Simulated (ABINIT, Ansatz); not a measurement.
# Al3In (Fm-3m): zone-centre phonons

Wanted: the vibrations of Al3In (Fm-3m) at Γ, by two programs.

Main program and level: ABINIT 10.8.3; DFT PBEsol, scalar-relativistic, plane waves, PseudoDojo norm-conserving pseudopotentials.

The structure was built from a prototype and need not be the compound's stable phase.

## (1) The starting structure

The structure is cubic, space group Fm-3m (No. 225). Conventional cell: a = 6.618 Å, b = 6.618 Å, c = 6.618 Å, α = 90.00°, β = 90.00°, γ = 90.00°. Nearest to In lie 8 Al at 2.87 Å. Nearest to Al lie 8 Al at 2.87 Å. Nearest to Al lie 4 Al at 2.87 Å and 4 In at 2.87 Å. Farther neighbours are not listed.

## (2) A probe with smearing

A first run with smearing and empty bands tells whether the crystal has a gap, which decides between fixed occupations and smearing later on.

The input, probe.abi:

```
# ground state
tolvrs 1.0d-08
prtden 1
prtwf 1

# basis, mesh and filling
ecut 31.0
ngkpt 6 6 6
nshiftk 1
shiftk 0.0 0.0 0.0
istwfk *1
occopt 7
tsmear 0.005
nband 18
nstep 100
diemac 9.0
prtebands 0
prtgsr 0
useylm 1

# cell and atoms
acell 3*1.0 Angstrom
rprim 
    -3.30924862 0.0 3.30924862
    0.0 3.30924862 3.30924862
    -3.30924862 3.30924862 0.0
ntypat 2
znucl 49 13
natom 4
typat 1 2 2 2
xred 
    0.0 0.0 0.0
    0.5 0.5 0.5
    0.75 0.75 0.75
    0.25 0.25 0.25
pp_dirpath "./pseudo"
pseudos "In.upf, Al.upf"
```

Run with:

```
> OMP_NUM_THREADS=1 mpirun -n 4 abinit probe.abi > probe.log
```

Numbers of over 12 decimals in the logs are rounded to 6 here.

probe.abo, the main output file:

```text
[banners, grids, parts of the stress and lines that vanish by symmetry left out]
- input  file    -> probe.abi
- output file    -> probe.abo
- root for input  files -> probei
[...]
Symmetries : space group Fm -3 m (#225); Bravais cF (face-center cubic)
[...]
mpw =        4056          nfft =      110592          nkpt =          16
[...]
== DATASET  1 ==================================================================
[...]
cutoff_energies: {ecut:  31.0, pawecutdg:  -1.0, }
[...]
ETOT  1  -72.276161715115    -7.228E+01 6.078E-01 3.238E+02
 ETOT  2  -73.179977983598    -9.038E-01 1.831E-02 3.348E+02
 ETOT  3  -73.222191520257    -4.221E-02 3.654E-03 3.570E+01
 ETOT  4  -73.226241046431    -4.050E-03 5.959E-03 3.024E+00
 ETOT  5  -73.226619223629    -3.782E-04 1.311E-03 1.525E-01
[...]
ETOT  9  -73.226640775108    -3.101E-10 2.409E-04 2.876E-08
 ETOT 10  -73.226640775133    -2.483E-11 2.256E-04 4.274E-10
 At SCF step   10       vres2   =  4.27E-10 < tolvrs=  1.00E-08 =>converged.
[...]
sigma(1 1)= -1.05859870E-04  sigma(3 2)=  0.00000000E+00
  sigma(2 2)= -1.05859870E-04  sigma(3 1)=  0.00000000E+00
  sigma(3 3)= -1.05859870E-04  sigma(2 1)=  0.00000000E+00
[...]
convergence: {deltae: -2.483E-11, res2:  4.274E-10, residm:  2.256E-04, diffor: null, }
etotal    :  -7.32266408E+01
[...]
sigma(1 1)= -1.05859870E-04  sigma(3 2)=  0.00000000E+00
  sigma(2 2)= -1.05859870E-04  sigma(3 1)=  0.00000000E+00
  sigma(3 3)= -1.05859870E-04  sigma(2 1)=  0.00000000E+00
[...]
- sigma(1 1)= -3.11450491E+00  sigma(3 2)=  0.00000000E+00
- sigma(2 2)= -3.11450491E+00  sigma(3 1)=  0.00000000E+00
- sigma(3 3)= -3.11450491E+00  sigma(2 1)=  0.00000000E+00
[...]
fcart     -0.0000000000E+00 -0.0000000000E+00 -0.0000000000E+00
           strten     -1.0585987012E-04 -1.0585987012E-04 -1.0585987012E-04
================================================================================

[key lines of the parts left out:]
pressure_GPa:   3.1145E+00
```

It took 12 s on 4 MPI ranks of Arm Neoverse V2, shared host; 48 s of CPU time.

Numbers from this step:

* volume per atom: 18.12 Å³
* pressure: 3.115 GPa
* gap on the k-mesh: 0 eV

No gap opens on this mesh, so smearing is kept; the printed pressure holds the stress of the finite basis too.

## (3) Rough relaxation

The typed start is rough, so a first relaxation with smearing and loose thresholds takes it towards rest cheaply.

The input, prerelax.abi:

```
# relaxation
ionmov 2
optcell 2
dilatmx 1.15
chkdilatmx 0
ntime 40
tolmxf 3.0d-04
tolvrs 1.0d-10
prtwf 0
prtden 0
chksymtnons 0

# basis, mesh and filling
ecut 32.0
ecutsm 3.0
ngkpt 4 4 4
nshiftk 1
shiftk 0.0 0.0 0.0
istwfk *1
occopt 7
tsmear 0.005
nband 18
nstep 100
diemac 1000000.0
prtebands 0
prtgsr 0
useylm 1

# cell and atoms
acell 3*1.0 Angstrom
rprim 
    -3.30924862 0.0 3.30924862
    0.0 3.30924862 3.30924862
    -3.30924862 3.30924862 0.0
ntypat 2
znucl 49 13
natom 4
typat 1 2 2 2
xred 
    0.0 0.0 0.0
    0.5 0.5 0.5
    0.75 0.75 0.75
    0.25 0.25 0.25
pp_dirpath "./pseudo"
pseudos "In.upf, Al.upf"
```

Run with:

```
> OMP_NUM_THREADS=1 mpirun -n 4 abinit prerelax.abi > prerelax.log
```

prerelax.abo, the main output file:

```text
[banners, grids, parts of the stress and lines that vanish by symmetry left out]
- input  file    -> prerelax.abi
- output file    -> prerelax.abo
- root for input  files -> prerelaxi
[...]
Symmetries : space group Fm -3 m (#225); Bravais cF (face-center cubic)
[...]
mpw =        6476          nfft =      157464          nkpt =           8
[...]
== DATASET  1 ==================================================================
[...]
cutoff_energies: {ecut:  32.0, pawecutdg:  -1.0, }
[...]
ETOT  1  -72.347003099853    -7.235E+01 5.135E-01 4.328E+02
 ETOT  2  -73.179855445168    -8.329E-01 4.652E-02 3.552E+02
 ETOT  3  -73.214044100835    -3.419E-02 2.027E-03 3.970E+01
 ETOT  4  -73.217244097303    -3.200E-03 2.434E-03 4.202E+00
 ETOT  5  -73.217624163202    -3.801E-04 2.377E-03 1.172E-01
[...]
At SCF step   12       vres2   =  6.18E-12 < tolvrs=  1.00E-10 =>converged.
[...]
ETOT  7  -73.219736606029     3.539E-12 1.659E-08 9.490E-11
 At SCF step    7       vres2   =  9.49E-11 < tolvrs=  1.00E-10 =>converged.
[...]
sigma(1 1)= -3.00103314E-07  sigma(3 2)=  0.00000000E+00
  sigma(2 2)= -3.00103314E-07  sigma(3 1)=  0.00000000E+00
  sigma(3 3)= -3.00103314E-07  sigma(2 1)=  0.00000000E+00
[...]
convergence: {deltae:  3.539E-12, res2:  9.490E-11, residm:  1.659E-08, diffor: null, }
etotal    :  -7.32197366E+01
[...]
At Broyd/MD step   4, gradients are converged :
[...]
sigma(1 1)= -3.00103314E-07  sigma(3 2)=  0.00000000E+00
  sigma(2 2)= -3.00103314E-07  sigma(3 1)=  0.00000000E+00
  sigma(3 3)= -3.00103314E-07  sigma(2 1)=  0.00000000E+00
[...]
- sigma(1 1)= -8.82934434E-03  sigma(3 2)=  0.00000000E+00
- sigma(2 2)= -8.82934434E-03  sigma(3 1)=  0.00000000E+00
- sigma(3 3)= -8.82934434E-03  sigma(2 1)=  0.00000000E+00
[...]
fcart      2.5765996878E-32 -2.5765996878E-32  2.5765996878E-32
           strten     -3.0010331443E-07 -3.0010331443E-07 -3.0010331443E-07
================================================================================

[key lines of the parts left out:]
pressure_GPa:   8.8293E-03
Total energy (etotal) [Ha]= -7.32197366060287E+01
```

It took 37 s on 4 MPI ranks; 2.5 min of CPU time.

Relaxation path:

```
step  energy less that of the first step (eV)  largest force (eV/Å)  volume (Å³)
   1                                   0.0000                0.0000        72.48
   2                                  -0.0229                0.0000        73.44
   3                                  -0.0570                0.0000        76.69
   4                                  -0.0571                0.0000        76.91
```

```
conventional cell, symmetrised  before  after  change
                         a (Å)   6.618  6.751  +2.0 %
                         b (Å)   6.618  6.751  +2.0 %
                         c (Å)   6.618  6.751  +2.0 %
              volume (Å³/atom)   18.12  19.23  +6.1 %
```

Read from the output:

```
volume per atom : 19.23 Å³
pressure        : 0.008829 GPa
```

The volume changes by +6.1 % in this run and stands +6.1 % from the first cell.

## (4) Relaxing the cell and atoms

The harmonic expansion needs vanishing forces, and a free crystal bears no stress, so cell and atoms are brought to rest. Stress is more sensitive to the basis than forces are: the last 3 Ha under the cutoff are smoothed with ecutsm, and the cutoff is raised above that of the later runs.

The input, relax.abi:

```
# relaxation
ionmov 2
optcell 2
dilatmx 1.08
ntime 40
tolmxf 1.0d-05
tolvrs 1.0d-14
prtwf 0
prtden 0
chksymtnons 0

# basis, mesh and filling
ecut 39.0
ecutsm 3.0
ngkpt 8 8 8
nshiftk 1
shiftk 0.0 0.0 0.0
istwfk *1
occopt 7
tsmear 0.01
nband 18
nstep 100
diemac 1000000.0
prtebands 0
prtgsr 0
useylm 1

# cell and atoms
acell 3*1.0 Angstrom
rprim 
    -3.375307772 0.0 3.375307772
    0.0 3.375307772 3.375307772
    -3.375307772 3.375307772 0.0
ntypat 2
znucl 49 13
natom 4
typat 1 2 2 2
xred 
    0.0 0.0 0.0
    0.5 0.5 0.5
    0.75 0.75 0.75
    0.25 0.25 0.25
pp_dirpath "./pseudo"
pseudos "In.upf, Al.upf"
```

Run with:

```
> OMP_NUM_THREADS=1 mpirun -n 4 abinit relax.abi > relax.log
```

relax.abo, the main output file:

```text
[banners, grids, parts of the stress and lines that vanish by symmetry left out]
- input  file    -> relax.abi
- output file    -> relax.abo
- root for input  files -> relaxi
[...]
Symmetries : space group Fm -3 m (#225); Bravais cF (face-center cubic)
[...]
mpw =        7648          nfft =      216000          nkpt =          29
[...]
== DATASET  1 ==================================================================
[...]
cutoff_energies: {ecut:  39.0, pawecutdg:  -1.0, }
[...]
ETOT  1  -72.218364890329    -7.222E+01 5.523E-01 7.628E+02
 ETOT  2  -73.171257004868    -9.529E-01 3.018E-02 7.265E+02
 ETOT  3  -73.221834209877    -5.058E-02 3.858E-03 9.824E+01
 ETOT  4  -73.227407634149    -5.573E-03 5.775E-03 1.645E+01
 ETOT  5  -73.228521861459    -1.114E-03 1.232E-03 3.797E-01
[...]
At SCF step   15       vres2   =  6.72E-15 < tolvrs=  1.00E-14 =>converged.
[...]
sigma(1 1)=  5.86909303E-06  sigma(3 2)=  0.00000000E+00
  sigma(2 2)=  5.86909303E-06  sigma(3 1)=  0.00000000E+00
  sigma(3 3)=  5.86909303E-06  sigma(2 1)=  0.00000000E+00
[...]
convergence: {deltae:  1.322E-12, res2:  6.717E-15, residm:  4.074E-05, diffor: null, }
etotal    :  -7.32285518E+01
[...]
ETOT  1  -73.228545944828    -7.323E+01 2.973E-05 1.498E-01
[...]
At SCF step   10       vres2   =  5.94E-15 < tolvrs=  1.00E-14 =>converged.
[...]
sigma(1 1)=  4.76336831E-06  sigma(3 2)=  0.00000000E+00
  sigma(2 2)=  4.76336831E-06  sigma(3 1)=  0.00000000E+00
  sigma(3 3)=  4.76336831E-06  sigma(2 1)=  0.00000000E+00
[...]
convergence: {deltae: -3.325E-12, res2:  5.942E-15, residm:  1.810E-05, diffor: null, }
etotal    :  -7.32285533E+01
[...]
ETOT  1  -73.228421587018    -7.323E+01 7.142E-01 2.760E+00
[...]
ETOT 10  -73.228556047864     1.265E-12 1.373E-05 1.059E-13
 ETOT 11  -73.228556047857     6.466E-12 9.394E-06 6.479E-16
 At SCF step   11       vres2   =  6.48E-16 < tolvrs=  1.00E-14 =>converged.
[...]
sigma(1 1)= -2.00009209E-08  sigma(3 2)=  0.00000000E+00
  sigma(2 2)= -2.00009209E-08  sigma(3 1)=  0.00000000E+00
  sigma(3 3)= -2.00009209E-08  sigma(2 1)=  0.00000000E+00
[...]
convergence: {deltae:  6.466E-12, res2:  6.479E-16, residm:  9.394E-06, diffor: null, }
etotal    :  -7.32285560E+01
[...]
At Broyd/MD step   3, gradients are converged :
[...]
sigma(1 1)= -2.00009209E-08  sigma(3 2)=  0.00000000E+00
  sigma(2 2)= -2.00009209E-08  sigma(3 1)=  0.00000000E+00
  sigma(3 3)= -2.00009209E-08  sigma(2 1)=  0.00000000E+00
[...]
- sigma(1 1)= -5.88447409E-04  sigma(3 2)=  0.00000000E+00
- sigma(2 2)= -5.88447409E-04  sigma(3 1)=  0.00000000E+00
- sigma(3 3)= -5.88447409E-04  sigma(2 1)=  0.00000000E+00
[...]
fcart     -0.0000000000E+00 -0.0000000000E+00 -0.0000000000E+00
           strten     -2.0000920916E-08 -2.0000920916E-08 -2.0000920917E-08
================================================================================

[key lines of the parts left out:]
pressure_GPa:   5.8845E-04
Total energy (etotal) [Ha]= -7.32285560478573E+01
```

The job ended after 2.5 min (4 MPI ranks).

Little changed from the start: no atom moved by 0.005 Å and no cell edge by 0.1 %.

Numbers from this step:

```
volume per atom : 19.17 Å³
pressure        : 5.88e-4 GPa
```

The volume changes by -0.3 % in this run and stands +5.8 % from the first cell.

## (5) Ground state

The response is built on these wavefunctions, so the potential is converged far more tightly than an energy would need. Smearing stays on, as the first look found no gap above 0.3 eV.

The input, gs.abi:

```
# ground state
tolvrs 1.0d-16
prtden 1
prtwf 1

# basis, mesh and filling
ecut 31.0
ngkpt 8 8 8
nshiftk 1
shiftk 0.0 0.0 0.0
istwfk *1
occopt 7
tsmear 0.01
nband 18
nstep 100
diemac 1000000.0
prtebands 0
prtgsr 0
useylm 1

# cell and atoms
acell 3*1.0 Angstrom
rprim 
    -3.372160442 0.0 3.372160442
    0.0 3.372160442 3.372160442
    -3.372160442 3.372160442 0.0
ntypat 2
znucl 49 13
natom 4
typat 1 2 2 2
xred 
    0.0 0.0 0.0
    0.5 0.5 0.5
    0.75 0.75 0.75
    0.25 0.25 0.25
pp_dirpath "./pseudo"
pseudos "In.upf, Al.upf"
```

Run with:

```
> OMP_NUM_THREADS=1 mpirun -n 4 abinit gs.abi > gs.log
```

gs.abo, the main output file:

```text
[banners, grids, parts of the stress and lines that vanish by symmetry left out]
- input  file    -> gs.abi
- output file    -> gs.abo
- root for input  files -> gsi
[...]
Symmetries : space group Fm -3 m (#225); Bravais cF (face-center cubic)
[...]
mpw =        4314          nfft =      110592          nkpt =          29
[...]
== DATASET  1 ==================================================================
[...]
cutoff_energies: {ecut:  31.0, pawecutdg:  -1.0, }
[...]
ETOT  1  -72.176529469993    -7.218E+01 5.520E-01 3.899E+02
 ETOT  2  -73.169659716566    -9.931E-01 3.854E-02 3.740E+02
 ETOT  3  -73.221298546505    -5.164E-02 2.194E-02 5.038E+01
 ETOT  4  -73.227104189098    -5.806E-03 8.009E-03 7.857E+00
 ETOT  5  -73.228164853652    -1.061E-03 2.151E-03 2.034E-01
[...]
ETOT 17  -73.228196323738    -6.750E-12 1.125E-04 3.416E-16
 ETOT 18  -73.228196323737     1.378E-12 1.860E-04 1.933E-18
 At SCF step   18       vres2   =  1.93E-18 < tolvrs=  1.00E-16 =>converged.
[...]
sigma(1 1)=  1.25119086E-05  sigma(3 2)=  0.00000000E+00
  sigma(2 2)=  1.25119086E-05  sigma(3 1)=  0.00000000E+00
  sigma(3 3)=  1.25119086E-05  sigma(2 1)=  0.00000000E+00
[...]
convergence: {deltae:  1.378E-12, res2:  1.933E-18, residm:  1.860E-04, diffor: null, }
etotal    :  -7.32281963E+01
[...]
sigma(1 1)=  1.25119086E-05  sigma(3 2)=  0.00000000E+00
  sigma(2 2)=  1.25119086E-05  sigma(3 1)=  0.00000000E+00
  sigma(3 3)=  1.25119086E-05  sigma(2 1)=  0.00000000E+00
[...]
- sigma(1 1)=  3.68113060E-01  sigma(3 2)=  0.00000000E+00
- sigma(2 2)=  3.68113060E-01  sigma(3 1)=  0.00000000E+00
- sigma(3 3)=  3.68113060E-01  sigma(2 1)=  0.00000000E+00
[...]
fcart      6.1896107927E-32 -4.1264071951E-32  1.0316017988E-31
           strten      1.2511908608E-05  1.2511908608E-05  1.2511908608E-05
================================================================================

[key lines of the parts left out:]
pressure_GPa:  -3.6811E-01
```

Wall time 36 s (4 MPI ranks); 2.4 min of CPU time.

Numbers from this step:

```
pressure : -0.3681 GPa
```

The cell stands at -0.37 GPa: the relaxation ran with a smoothed and higher cutoff, and the difference is a stress of the finite basis.

[end of part 1 of 3]

[Host names and launcher messages were left out of these logs when they were recorded.]

[Logs are printed without paths, hosts, clocks, repeated set-up lines and the standing remarks that a program may print on its own settings, such as how far it seeks lower states.]

[Hosts, paths, dates, database ids (printed as entryN), source tags and the programs' standing remarks are cut or masked in the printed files.]
